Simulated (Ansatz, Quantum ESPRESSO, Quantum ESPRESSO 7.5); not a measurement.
**Screening and band shifts of Cl-GaAs-Cl chair, 1 layer**

Aim: how Cl-GaAs-Cl chair, 1 layer screens a field along its normal, and what the field does to its bands.

Method: plane-wave DFT, RPBE, GBRV ultrasoft pseudopotentials made under PBE (geometry and cross-check by Ansatz 0.2.0 with PAW datasets; geometry under PBE), in Quantum ESPRESSO 7.5.

## Step 1: The structure

The cell holds 4 atoms: 2 Cl, 1 As and 1 Ga. Cell: a = 3.977 Å, b = 3.977 Å, c = 22.253 Å, α = 90.0°, β = 90.0°, γ = 120.0°. Vacuum lies along c.

This sheet is a model structure: its symmetry is held, and its stability is not tested here.

## Step 2: Relaxation with Ansatz

The geometry comes first, from a plane-wave PAW code, so that the later runs on this slab share one structure.

input.yaml reads:

```yaml
crystal:
  lattice:
    - [3.9765, 0.0, 0.0]
    - [-1.98825, 3.4437500181, 0.0]
    - [0.0, 0.0, 22.2533333333]
  atoms:
    - { symbol: Cl, position: [0.6666666667, 0.3333333333, 0.3819652487] }
    - { symbol: As, position: [0.6666666667, 0.3333333333, 0.4812762133] }
    - { symbol: Ga, position: [0.3333333333, 0.6666666667, 0.5173756741] }
    - { symbol: Cl, position: [0.3333333333, 0.6666666667, 0.6180347513] }
kpoints:
  mp_grid: { grid: [12, 12, 1] }
hamiltonian:
  xc: pbe
scf:
  occupations: { method: fermi_dirac, width: 0.05 }
  convergence: { dr2_threshold: 1.0e-08 }
efield:
  axis: 3
  dipole_correction: true
  ramp_position: 0.97
  ramp_width: 0.04
relax:
  f_tol: 0.01
  cell: { fix: [c, alpha, beta] }
output:
  write_potential: true
  write_density: true
  volumetric_format: npy
```

The run is started by

```sh
ansatz run input.yaml --threads 4 --pin off --max-ram 8192MiB --backend cpu --events-out ev --progress --plain --runs-dir out
```

Numbers of over 12 decimals in the logs are rounded to 6 here.

What it wrote:

```text
Warning: relax.cell: scf.convergence.dr2_threshold = 1e-8 eV is looser than the 4e-10 eV advised for a relaxation that steers and ends on the stress (1e-10 eV for each atom of the cell: 4). What an SCF threshold leaves in a stress goes as its square root, and in the free energy as the threshold itself, and one threshold admits the most on a small cell: [figures from the program's tests cut] Set scf.convergence.dr2_threshold to 4e-10 eV or tighter. The threshold is an SCF's pass mark: one that does not reach it within its budget of iterations ends unconverged, or closes short of it on a stop that the run arms, and scf.convergence.dr2_threshold's page says what that costs each kind of run
Engine: ansatz 0.2.0, aarch64-unknown-linux-gnu
Pseudopotentials: kind: paw
Pseudopotential: Cl, paw, valence charge 7, recommended cutoff 420 eV (normal), Cl.paw.azcp
Pseudopotential: As, paw, valence charge 15, recommended cutoff 420 eV (normal), As.paw.azcp
Pseudopotential: Ga, paw, valence charge 13, recommended cutoff 420 eV (normal), Ga.paw.azcp
Functional definition: PBE
  parameter kappa = 0.804
  parameter beta = 0.066725
  exchange = pbe_x(kappa = kappa, mu = beta*pi^2/3)
  correlation = pbe_c(beta = beta)
Crystal: 4 atoms, lattice volume = 304.739 Å³
Basis set: ecut = 420 eV, 6003 PW (Γ), exchange–correlation on 54×54×300 points (8 copies of the dense FFT grid, shifted against one another)
Bands: 26, of which v1, the nominal top of the filled ones, is band 21 counted from 1 (20 counted from 0)
Symmetry: 6 space group operations
Space group: P3m1 (ITA 156), of the structure as read, at distance tolerance 6.7e-5 Å
k-points: 19 of 144 (time reversal used)
Non-local potential: Cl, projectors of the file, l = 0: 2, l = 1: 2, l = 2: 2
Non-local potential: As, projectors of the file, l = 0: 2, l = 1: 2, l = 2: 3, l = 3: 1
Non-local potential: Ga, projectors of the file, l = 0: 2, l = 1: 2, l = 2: 3, l = 3: 1
PAW form: soft (Blöchl's): semilocal exchange-correlation on the pseudo side does not see the compensation charge
PAW one-centre angular grid: Cl, 110 points (default); XC on 64 Gauss nodes
PAW one-centre angular grid: As, 590 points (default); XC on 64 Gauss nodes
PAW one-centre angular grid: Ga, 590 points (default); XC on 64 Gauss nodes
Initial density: superposition of atomic densities (neutral atoms: chi_scale 0, normalization atom), corrected by the library's trained network
Initial wavefunctions: pseudopotential atomic-orbital guess
Functional: x = pbe(κ = 0.804, μ = 0.219515), c = pbe(β = 0.066725)
SCF iter   1: F=—  HF=-10800.459146 eV  |F-HF|=—  |Δ(HF+E_count)|=         —  Δρ=1.24e-3  dr2=7.27e-3  ethr=1.77e-3  p=-0.102 e·Å  D=-6.08e-2 V/Å  ΔV_dip=1.35 eV  dr2_dipole=6.39e-4  V_vac-E_F(+/−)=6.46/5.11 eV  ⟨swp⟩=7.4  Hψ=2657  notcnv=0
efield: sawtooth ramp at fractional position 0.9700 (set: `efield.ramp_position`, or a place that a band, a saddle search or an elastic batch's reference lends), width 0.0400; the density the first Hamiltonian is built on has a dipole p = -0.102 e·Å; the dipole correction subtracts the counter field D = -6.08e-2 V/Å, which shifts the + side's vacuum level by +1.35 eV against the − side's; the planar-averaged density in the ramp window peaks in size at 1.1e-5 e/Å³
preconditioner: auto → Resta (q_TF=auto, 1.961 Å⁻¹)  ε∞=1.8  [insulator: Δε(μ)=1.384 eV  Ē_g=13.088 eV  σ=0.050 eV  W_gap=1.00  n_scr=42 (ndim 8)  ℏωp=12.0 eV  f_vac=0.638  D(μ)=0.00/eV (n_scr^D=0)  ε∞_Penn≈1.8  vacuum switching on, ρ_ref=1.2e-2 e/Å³]
SCF iter   2: F=—  HF=-10800.459213 eV  |F-HF|=—  |Δ(HF+E_count)|=   6.70e-5  Δρ=6.32e-4  dr2=3.01e-3  ethr=1.73e-5  p=-0.088 e·Å  D=-5.22e-2 V/Å  ΔV_dip=1.16 eV  dr2_dipole=6.62e-4  V_vac-E_F(+/−)=6.35/5.19 eV  ⟨swp⟩=3.3  Hψ=1169  notcnv=0  defer=8
SCF iter   3: F=—  HF=-10800.459146 eV  |F-HF|=—  |Δ(HF+E_count)|=   6.71e-5  Δρ=3.45e-4  dr2=1.16e-3  ethr=7.16e-6  p=-0.098 e·Å  D=-5.83e-2 V/Å  ΔV_dip=1.30 eV  dr2_dipole=3.43e-4  V_vac-E_F(+/−)=6.42/5.12 eV  ⟨swp⟩=2.1  Hψ=614  notcnv=0  defer=8
SCF iter   4: F=—  HF=-10800.459115 eV  |F-HF|=—  |Δ(HF+E_count)|=   3.02e-5  Δρ=1.57e-4  dr2=1.04e-4  ethr=2.76e-6  p=-0.094 e·Å  D=-5.57e-2 V/Å  ΔV_dip=1.24 eV  dr2_dipole=1.30e-5  V_vac-E_F(+/−)=6.39/5.15 eV  ⟨swp⟩=1.6  Hψ=536  notcnv=0  defer=8
SCF iter   5: F=—  HF=-10800.459181 eV  |F-HF|=—  |Δ(HF+E_count)|=   6.59e-5  Δρ=5.39e-5  dr2=1.10e-5  ethr=2.48e-7  p=-0.093 e·Å  D=-5.50e-2 V/Å  ΔV_dip=1.22 eV  dr2_dipole=1.03e-6  V_vac-E_F(+/−)=6.38/5.15 eV  ⟨swp⟩=2.2  Hψ=770  notcnv=0  defer=8
SCF iter   6: F=—  HF=-10800.459187 eV  |F-HF|=—  |Δ(HF+E_count)|=   6.18e-6  Δρ=1.42e-5  dr2=6.72e-7  ethr=2.62e-8  p=-0.092 e·Å  D=-5.48e-2 V/Å  ΔV_dip=1.22 eV  dr2_dipole=6.50e-9  V_vac-E_F(+/−)=6.38/5.16 eV  ⟨swp⟩=2.7  Hψ=863  notcnv=0  defer=8
SCF iter   7: F=—  HF=-10800.459207 eV  |F-HF|=—  |Δ(HF+E_count)|=   1.96e-5  Δρ=4.85e-6  dr2=1.22e-7  ethr=1.60e-9  p=-0.092 e·Å  D=-5.47e-2 V/Å  ΔV_dip=1.22 eV  dr2_dipole=4.34e-10  V_vac-E_F(+/−)=6.37/5.16 eV  ⟨swp⟩=2.3  Hψ=719  notcnv=0  defer=8
SCF iter   8: F=-10800.459207 eV  HF=-10800.459207 eV  |F-HF|=2.36e-8  |Δ(HF+E_count)|=   1.36e-7  Δρ=1.45e-6  dr2=7.73e-9  ethr=2.38e-11  p=-0.092 e·Å  D=-5.47e-2 V/Å  ΔV_dip=1.22 eV  dr2_dipole=1.48e-10  V_vac-E_F(+/−)=6.38/5.16 eV  ⟨swp⟩=7.0  Hψ=3411  notcnv=0
SCF 1 converged in 8 iterations: F = -10800.459207 eV  dr2 = 7.73e-9
  greatest PAW one-centre occupation: 0.999 electrons in one spin orbital (limit 2), on the As atom at site 1 (counted from 0), in its partial waves of l = 2
relax step   1: F+E_penalty+E_count = -10800.45920709 eV  Δ(F+E_penalty+E_count) = +0.000e0 eV  max|allowed force component| = 1.094e0 eV/Å  Δτ_max = 0.0000 Å  P = +0.349 GPa  Ω = 304.739 Å³  fix = [c, alpha, beta]  reactions: c -1.706 GPa  (8 SCF iters, accepted)
Crystal: 4 atoms, lattice volume = 327.024 Å³
Basis set: ecut = 420 eV, 6351 PW (Γ), exchange–correlation on 54×54×300 points (8 copies of the dense FFT grid, shifted against one another)
Initial density: handed on by an earlier stage of this run
Initial wavefunctions: those handed on with the density
iter 1 solved again at ethr=1.66e-4 eV; its pass at ethr=3.10e-3 eV (dr2=6.96e-2 eV) is discarded
SCF iter   1: F=—  HF=-10800.627094 eV  |F-HF|=—  |Δ(HF+E_count)|=         —  Δρ=5.45e-3  dr2=7.09e-2  ethr=1.66e-4  p=-0.099 e·Å  D=-5.47e-2 V/Å  ΔV_dip=1.22 eV  dr2_dipole=1.69e-3  V_vac-E_F(+/−)=6.69/5.47 eV  ⟨swp⟩=1.0  Hψ=3224  notcnv=0
[...]
relax step   4: F+E_penalty+E_count = -10800.63780364 eV  Δ(F+E_penalty+E_count) = -1.054e-2 eV  max|allowed force component| = 2.711e-2 eV/Å  Δτ_max = 0.0286 Å  P = -0.007 GPa  Ω = 337.905 Å³  energy of the carried Pulay correction = -1.212e-3 eV  fix = [c, alpha, beta]  reactions: c +0.004 GPa  (8 SCF iters, accepted)
[...]
relax step   5: F+E_penalty+E_count = -10800.63784778 eV  Δ(F+E_penalty+E_count) = -4.414e-5 eV  max|allowed force component| = 2.014e-3 eV/Å  Δτ_max = 0.0016 Å  P = +0.001 GPa  Ω = 337.645 Å³  energy of the carried Pulay correction = -1.203e-3 eV  fix = [c, alpha, beta]  reactions: c -0.000 GPa  (6 SCF iters, accepted)
Basis set: ecut = 420 eV, 6501 PW (Γ), exchange–correlation on 60×60×300 points (8 copies of the dense FFT grid, shifted against one another)
Initial wavefunctions: pseudopotential atomic-orbital guess (no wavefunctions were taken with the density)
iter 1 solved again at ethr=3.90e-7 eV; its pass at ethr=3.10e-3 eV (dr2=1.64e-4 eV) is discarded
SCF iter   1: F=—  HF=-10800.625724 eV  |F-HF|=—  |Δ(HF+E_count)|=         —  Δρ=3.53e-4  dr2=1.25e-5  ethr=3.90e-7  p=-0.077 e·Å  D=-4.12e-2 V/Å  ΔV_dip=0.92 eV  dr2_dipole=7.65e-9  V_vac-E_F(+/−)=6.63/5.71 eV  ⟨swp⟩=3.0  Hψ=3833  notcnv=0
efield: sawtooth ramp at fractional position 0.9700 (set: `efield.ramp_position`, or a place that a band, a saddle search or an elastic batch's reference lends), width 0.0400; the density the first Hamiltonian is built on has a dipole p = -0.077 e·Å; the dipole correction subtracts the counter field D = -4.12e-2 V/Å, which shifts the + side's vacuum level by +0.92 eV against the − side's; the planar-averaged density in the ramp window peaks in size at 1.1e-6 e/Å³
preconditioner: auto → Resta (q_TF=auto, 1.928 Å⁻¹)  ε∞=1.8  [insulator: Δε(μ)=0.731 eV  Ē_g=13.026 eV  σ=0.050 eV  W_gap=1.00  n_scr=42 (ndim 8)  ℏωp=11.4 eV  f_vac=0.651  D(μ)=0.00/eV (n_scr^D=0)  ε∞_Penn≈1.8  vacuum switching on, ρ_ref=1.2e-2 e/Å³]
SCF iter   2: F=—  HF=-10800.635570 eV  |F-HF|=—  |Δ(HF+E_count)|=   9.85e-3  Δρ=1.78e-4  dr2=3.80e-6  ethr=2.98e-8  p=-0.077 e·Å  D=-4.12e-2 V/Å  ΔV_dip=0.92 eV  dr2_dipole=1.21e-8  V_vac-E_F(+/−)=6.63/5.71 eV  ⟨swp⟩=2.4  Hψ=949  notcnv=0
SCF iter   3: F=—  HF=-10800.639178 eV  |F-HF|=—  |Δ(HF+E_count)|=   3.61e-3  Δρ=4.58e-5  dr2=1.36e-6  ethr=9.04e-9  p=-0.077 e·Å  D=-4.13e-2 V/Å  ΔV_dip=0.92 eV  dr2_dipole=6.82e-8  V_vac-E_F(+/−)=6.63/5.71 eV  ⟨swp⟩=2.3  Hψ=833  notcnv=0
SCF iter   4: F=—  HF=-10800.639505 eV  |F-HF|=—  |Δ(HF+E_count)|=   3.27e-4  Δρ=9.91e-6  dr2=2.03e-7  ethr=3.25e-9  p=-0.077 e·Å  D=-4.12e-2 V/Å  ΔV_dip=0.92 eV  dr2_dipole=5.02e-8  V_vac-E_F(+/−)=6.63/5.71 eV  ⟨swp⟩=2.0  Hψ=772  notcnv=0
SCF iter   5: F=—  HF=-10800.639526 eV  |F-HF|=—  |Δ(HF+E_count)|=   2.07e-5  Δρ=3.49e-6  dr2=8.74e-8  ethr=4.82e-10  p=-0.077 e·Å  D=-4.13e-2 V/Å  ΔV_dip=0.92 eV  dr2_dipole=2.36e-8  V_vac-E_F(+/−)=6.63/5.71 eV  ⟨swp⟩=2.0  Hψ=636  notcnv=0
SCF iter   6: F=-10800.639529 eV  HF=-10800.639528 eV  |F-HF|=8.20e-7  |Δ(HF+E_count)|=   2.37e-6  Δρ=1.37e-6  dr2=9.56e-9  ethr=2.38e-11  p=-0.077 e·Å  D=-4.12e-2 V/Å  ΔV_dip=0.92 eV  dr2_dipole=1.99e-9  V_vac-E_F(+/−)=6.63/5.71 eV  ⟨swp⟩=9.6  Hψ=3461  notcnv=0
SCF 6 converged in 6 iterations: F = -10800.639529 eV  dr2 = 9.56e-9
relax step   6: F+E_penalty+E_count = -10800.63952900 eV  Δ(F+E_penalty+E_count) = -1.681e-3 eV  max|allowed force component| = 2.300e-3 eV/Å  Δτ_max = 0.0000 Å  P = +0.005 GPa  Ω = 337.645 Å³  fix = [c, alpha, beta]  reactions: c +0.001 GPa  stress off target by 7.89e-3 GPa on what of the cell is left free  SCF on the basis re-selected at this cell (its energy is not comparable with the rows above)  (6 SCF iters)
basis re-selected at this cell: Δ(F+E_penalty+E_count) = -1.681e-3 eV, ΔP = +0.005 GPa vs the last step (what re-selecting the basis moved, of the pressure what is left beyond the Pulay correction that the steps carried, after the strain that the cell walked since its last selection, with what the two solves' SCF thresholds leave and, on support functions, any second-order correction that the steps lacked; it is no measure of the basis error at this ecutwfc). The dense FFT grid was sized anew with the basis: this SCF ran on 30×30×150 points, the steps before it on 27×27×150, so part of this shift can come from that change (see relax.cell in the input reference). [rest of the remark cut]
WARN: The output density's exchange-correlation potential varies sharply where the density is thin. Do not read a vacuum level from v_tot or v_xc, or from such a field of the output density. On a cell that repeats whose density bears no net charge and no dipole along the vacuum's axis use v_es (v_loc + v_h of the components); under efield.dipole_correction with no amplitude use v_es + v_field, which holds any externa [...]
SCF converged after 6 iterations
Free energy (F): -10800.639529 eV
Harris-Foulkes:  -10800.639528 eV  (|F-HF|=8.20e-7)
Internal energy: -10800.639513 eV  (E = F + TS)
E sigma→0 (E₀):  -10800.639521 eV
Entropy (-TS):   -0.000016 eV (-0.004 meV/atom)
Fermi energy:    -2.940522 eV
Dipole field:    D = -0.041196 V/Å  (p = -0.076870 e·Å, saw-weighted, corrected)
Work function:   Φ+ = 6.6308 eV   Φ− = 5.7140 eV
Levels:          The Fermi level and band energies are counted from a zero that moves with the ramp; work functions are not
--- Per-component energies (eV) ---
  E_band       = -763.014946
  E_kinetic    = 537.436983
  E_local      = -27537.248716  (includes V_loc(G=0)·N_el)
  E_nonlocal   = -187.345229
  E_hartree    = 13488.378294
  E_xc         = -360.048454
  E_vxc        = -377.839333  (∫ρ·V_xc dr)
  E_paw        = -5143.817851  (= ΣΔE_a)
  E_vpaw       = -175.125922  (= ΣTr[D̂ρ^β])
  E_aug_tail   = 0.000091  (compensation charges beyond the density's cutoff)
  E_efield     = 0.001583  (sawtooth field / dipole correction)
  E_vefield    = 0.349773  (∫n·V_field dr)
  E_ewald      = 8402.003784
  E_smearing   = -0.000016  (= −TS)
  E_closure    = -0.000000  (closes the sum)
  Σ components = -10800.639529   (vs F -10800.639529, Δ=0.00e0)
--- Forces (eV/Å), atoms counted from 1 ---
  atom   1  Cl     0.00000000    -0.00000000    -0.00177922
  atom   2  As     0.00000000     0.00000000     0.00229149
  atom   3  Ga     0.00000000    -0.00000000     0.00053158
  atom   4  Cl     0.00000000    -0.00000000    -0.00107806
  max |Σ_I F_I| component: 3.42e-5 eV/Å
--- Stress (GPa, compression-positive) ---
        0.007887       0.000000       0.000000
        0.000000       0.007887      -0.000000
        0.000000      -0.000000       0.000641
  P = ⅓ Tr σ = 0.0055 GPa (0.055 kbar)
--- Band table (eV; the first three rows and the last of 19) ---
  k-point 0: bands = [... 17 lower, -4.7606, -4.7606, -3.3389, -3.3389, -2.6084, -1.1859, 1.2680, 1.2680, ... 1 higher]
  k-point 1: bands = [... 17 lower, -4.8472, -4.7839, -3.8757, -3.4056, -1.9459, -1.1347, 1.1726, 1.4779, ... 1 higher]
  k-point 2: bands = [... 17 lower, -5.0524, -4.8463, -4.4194, -3.5620, -1.2176, -0.9967, 1.2160, 2.0397, ... 1 higher]
  k-point 18: bands = [... 17 lower, -5.6329, -5.2589, -5.1293, -4.6120, -0.3741, 1.2458, 2.6319, 2.6756, ... 1 higher]
--- Relaxed structure (5 steps of the walk, 5 accepted, 1 SCFs on fresh bases) ---
  F+E_penalty+E_count = -10800.63952900 eV   max|allowed force component| = 2.300e-3 eV/Å   (the final SCF, on the basis selected at the relaxed cell)
  cell:  # Å, volume = 337.6449 Å³
    - [4.185692, 0, 0]
    - [-2.092846, 3.624915, 0]
    - [0, 0, 22.2533333333]
  atoms:
    - { symbol: Cl, position: [0.666667, 0.333333, 0.385140] }
    - { symbol: As, position: [0.666667, 0.333333, 0.483709] }
    - { symbol: Ga, position: [0.333333, 0.666667, 0.516308] }
    - { symbol: Cl, position: [0.333333, 0.666667, 0.613495] }
```

The job ended after 23 s (4 threads of Arm Neoverse V1, shared host; peak memory 0.7 GiB).

The steps of the relaxation:

```tsv
step	energy less that of the first step (eV)	largest force component (eV/Å)	pressure (GPa)	volume (Å³)
1	0.0000	1.0942	0.35	304.74
2	-0.1507	0.4639	0.41	327.02
3	-0.1681	0.2878	-0.20	340.50
4	-0.1786	0.0271	-0.01	337.90
5	-0.1786	0.0020	0.00	337.64
6*	-0.1803	0.0023	0.01	337.64
```

Relaxation steps marked * repeat the geometry before them on a plane-wave basis chosen anew for their cell, so energy and pressure can jump there.

Forces are held to the 6 operations that the run works with; a distortion that breaks them can't arise in this run.

```tsv
cell as run	before	after	change
a (Å)	3.977	4.186	+5.3 %
b (Å)	3.977	4.186	+5.3 %
```

The atoms that moved most (Å, along periodic axes as changes of fractional coordinates times the final cell, across vacuum about the mean position):

```tsv
atom	dx	dy	dz	length
Cl4	0.000	0.000	-0.101	0.101
Cl1	0.000	0.000	0.071	0.071
As2	0.000	0.000	0.054	0.054
Ga3	0.000	0.000	-0.024	0.024
```

Final coordinates:

```xyz
4
Lattice="4.1857 0.0000 0.0000 -2.0928 3.6249 0.0000 0.0000 0.0000 22.2533" Properties=species:S:1:pos:R:3
Cl    2.0928    1.2083    8.5706
As    2.0928    1.2083   10.7641
Ga    0.0000    2.4166   11.4896
Cl    0.0000    2.4166   13.6523
```

Numbers from this step:

- free energy: -10800.6395 eV
- Fermi energy: -2.941 eV
- gap by band count: 0.7305 eV
- symmetry operations: 6
- dipole along the normal: -0.07687 e·Å
- vacuum level at the upper face over a Fermi level inside the gap: 6.631 eV
- vacuum level at the lower face over a Fermi level inside the gap: 5.714 eV

(Part 1 of 6 ends here.)

[Logs are printed without paths, hosts, clocks, repeated set-up lines and the standing remarks that a program may print on its own settings, such as how far it seeks lower states.]

[Hosts, paths, dates, database ids (printed as entryN), source tags and the programs' standing remarks are cut or masked in the printed files.]

[Maps of the electrostatic potential energy from Ansatz leave out the sawtooth potential of an applied field or a dipole correction, so their vacuum need not be flat; planar profiles and work functions include it.]
